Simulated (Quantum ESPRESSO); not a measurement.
**λ and ρ(T) of Rh (Fm-3m) from pw.x, ph.x and EPW**

Wanted: λ, Tc and ρ(T) of Rh (Fm-3m) from Quantum ESPRESSO and EPW.

Main program and level: Quantum ESPRESSO 7.5; DFT LDA, scalar-relativistic, plane waves, PseudoDojo 0.4.1 norm-conserving pseudopotentials.

**Measured values to reproduce.**

“Specific Heats and Enthalpies of Technical Solids at Low Temperatures” (1960, NBS Monograph 21, table 3) quotes from earlier work for Rh (bulk crystal): Sommerfeld coefficient γ (electronic heat capacity coefficient, an early compilation) 4.9 mJ/(mol K²).

## 1. Starting point

The structure is cubic, space group Fm-3m (No. 225). The conventional cell has a = 3.796 Å, b = 3.796 Å, c = 3.796 Å, α = 90.00°, β = 90.00°, γ = 90.00°. Rh has 12 Rh at 2.68 Å nearest.

Coordinates:

```cif
data_structure
_symmetry_space_group_name_H-M 'Fm-3m'
_symmetry_Int_Tables_number 225
_cell_length_a 3.7957
_cell_length_b 3.7957
_cell_length_c 3.7957
_cell_angle_alpha 90.000
_cell_angle_beta 90.000
_cell_angle_gamma 90.000
_cell_volume 54.69
loop_
_atom_site_label
_atom_site_type_symbol
_atom_site_symmetry_multiplicity
_atom_site_Wyckoff_symbol
_atom_site_fract_x
_atom_site_fract_y
_atom_site_fract_z
_atom_site_occupancy
Rh1 Rh 4 a 0.00000 0.00000 0.00000 1
```

## 2. Relaxation

The cell is relaxed under the functional used for all that follows.

File relax.in:

```
&control
   calculation = 'vc-relax'
   prefix = 'x'
   outdir = './tmp'
   pseudo_dir = './pseudo'
   tprnfor = .true.
   tstress = .true.
   etot_conv_thr = 1.0d-05
   forc_conv_thr = 4.0d-04
/
&system
   ibrav = 0
   nat = 1
   ntyp = 1
   ecutwfc = 88.0
   occupations = 'smearing'
   smearing = 'mv'
   degauss = 0.02
/
&electrons
   conv_thr = 1.0d-11
/
&ions
/
&cell
   press_conv_thr = 0.4
/
ATOMIC_SPECIES
 Rh    102.9055  Rh.upf
CELL_PARAMETERS angstrom
     0.000000000    1.897850000    1.897850000
     1.897850000    0.000000000    1.897850000
     1.897850000    1.897850000    0.000000000
ATOMIC_POSITIONS crystal
 Rh     0.000000000   0.000000000   0.000000000
K_POINTS automatic
 12 12 12 0 0 0
```

Run with:

```bash
$ OMP_NUM_THREADS=1 mpirun -n 16 pw.x -nk 16 -in relax.in > relax.out
```

Output:

```text
Program PWSCF v.7.5

     This program is part of the open-source Quantum ESPRESSO suite
     for quantum simulation of materials; please cite
         "P. Giannozzi et al., J. Phys.:Condens. Matter 21 395502 (2009);
         "P. Giannozzi et al., J. Phys.:Condens. Matter 29 465901 (2017);
         "P. Giannozzi et al., J. Chem. Phys. 152 154105 (2020);
     in publications or presentations arising from this work. More details at

     Message from routine setup:
     using ibrav=0 with symmetry is DISCOURAGED, use correct ibrav instead

     G-vector sticks info
     --------------------
     sticks:   dense  smooth     PW     G-vecs:    dense   smooth      PW
     Sum         625     625    199                10177    10177    1837

     Using Slab Decomposition

     bravais-lattice index     =            0
     lattice parameter (alat)  =       5.0720  a.u.
     unit-cell volume          =      92.2597 (a.u.)^3
     number of atoms/cell      =            1
     number of atomic types    =            1
     number of electrons       =        17.00
     number of Kohn-Sham states=           13
     kinetic-energy cutoff     =      88.0000  Ry
     charge density cutoff     =     352.0000  Ry
     scf convergence threshold =      1.0E-11
     mixing beta               =       0.7000
     number of iterations used =            8  plain     mixing
     energy convergence thresh.=      1.0E-05
     force convergence thresh. =      4.0E-04
     press convergence thresh. =      4.0E-01
     Exchange-correlation= SLA  PW   NOGX NOGC
                           (   1   4   0   0   0   0   0)
     nstep                     =           50

     celldm(1)=   5.071959  celldm(2)=   0.000000  celldm(3)=   0.000000
     celldm(4)=   0.000000  celldm(5)=   0.000000  celldm(6)=   0.000000

     crystal axes: (cart. coord. in units of alat)
               a(1) = (   0.000000   0.707107   0.707107 )
               a(2) = (   0.707107   0.000000   0.707107 )
               a(3) = (   0.707107   0.707107   0.000000 )
[...]
number of Kohn-Sham states=           13
     number of k points=    72  Marzari-Vanderbilt smearing, width (Ry)=  0.0200
     estimated scf accuracy    <       0.12461057 Ry
     estimated scf accuracy    <       0.07335534 Ry
     estimated scf accuracy    <       0.00022656 Ry
     estimated scf accuracy    <       0.00000981 Ry
     estimated scf accuracy    <       0.00000076 Ry
     estimated scf accuracy    <       0.00000005 Ry
     estimated scf accuracy    <          3.2E-09 Ry
     estimated scf accuracy    <          2.5E-10 Ry
     the Fermi energy is    23.4424 ev
!    total energy              =    -234.64457956 Ry
     estimated scf accuracy    <          6.9E-15 Ry
     convergence has been achieved in   9 iterations
          total   stress  (Ry/bohr**3)                   (kbar)     P=       -0.91
   JOB DONE.
```

Run time: 6 s. Hardware: 16 MPI ranks of Arm Neoverse V1, shared host; 93 s of CPU time.

This step gave:

| Quantity | Value |
| --- | --- |
| free energy | -3192.5021 eV |
| pressure | -0.09100 GPa |
| volume per atom | 13.23 Å³/atom |

The volume ends at 13.23 Å³ an atom, -3.2 % from the start.

## 3. Ground state

Linear response needs a tightly converged ground state.

File scf.in:

```
&control
   calculation = 'scf'
   prefix = 'x'
   outdir = './tmp'
   pseudo_dir = './pseudo'
   tprnfor = .true.
   tstress = .true.
/
&system
   ibrav = 0
   nat = 1
   ntyp = 1
   ecutwfc = 88.0
   occupations = 'smearing'
   smearing = 'mv'
   degauss = 0.02
/
&electrons
   conv_thr = 1.0d-12
/
ATOMIC_SPECIES
 Rh    102.9055  Rh.upf
CELL_PARAMETERS angstrom
     0.000000000    1.877289600    1.877289600
     1.877289600    0.000000000    1.877289600
     1.877289600    1.877289600    0.000000000
ATOMIC_POSITIONS crystal
 Rh     0.000000000   0.000000000   0.000000000
K_POINTS automatic
 12 12 12 0 0 0
```

Run with:

```bash
$ OMP_NUM_THREADS=1 mpirun -n 16 pw.x -nk 16 -in scf.in > scf.out
```

Output:

```text
[banner, memory and clock lines left out]
[...]
number of Kohn-Sham states=           13
     number of k points=    72  Marzari-Vanderbilt smearing, width (Ry)=  0.0200
     estimated scf accuracy    <       0.11990320 Ry
     estimated scf accuracy    <       0.06474748 Ry
     estimated scf accuracy    <       0.00022124 Ry
     estimated scf accuracy    <       0.00000893 Ry
     estimated scf accuracy    <       0.00000064 Ry
     estimated scf accuracy    <       0.00000004 Ry
     estimated scf accuracy    <          3.8E-09 Ry
     estimated scf accuracy    <          3.0E-10 Ry
     the Fermi energy is    23.4424 ev
!    total energy              =    -234.64457956 Ry
     estimated scf accuracy    <          9.1E-13 Ry
     convergence has been achieved in   9 iterations
          total   stress  (Ry/bohr**3)                   (kbar)     P=       -0.92
```

The job ended after 2.1 s (16 MPI ranks).

Numbers from this step:

| Item | Value |
| --- | --- |
| Fermi energy | 23.44 eV |
| pressure | -0.09200 GPa |

The Fermi level lies at 23.44 eV and the pressure is -0.092 GPa.

(Part 1 of 4 ends here.)

[The logs of pw.x and epw.x are selected lines.]

[Logs are printed without paths, hosts, clocks, repeated set-up lines and the standing remarks that a program may print on its own settings, such as how far it seeks lower states.]

[Hosts, paths, dates, database ids (printed as entryN), source tags and the programs' standing remarks are cut or masked in the printed files.]
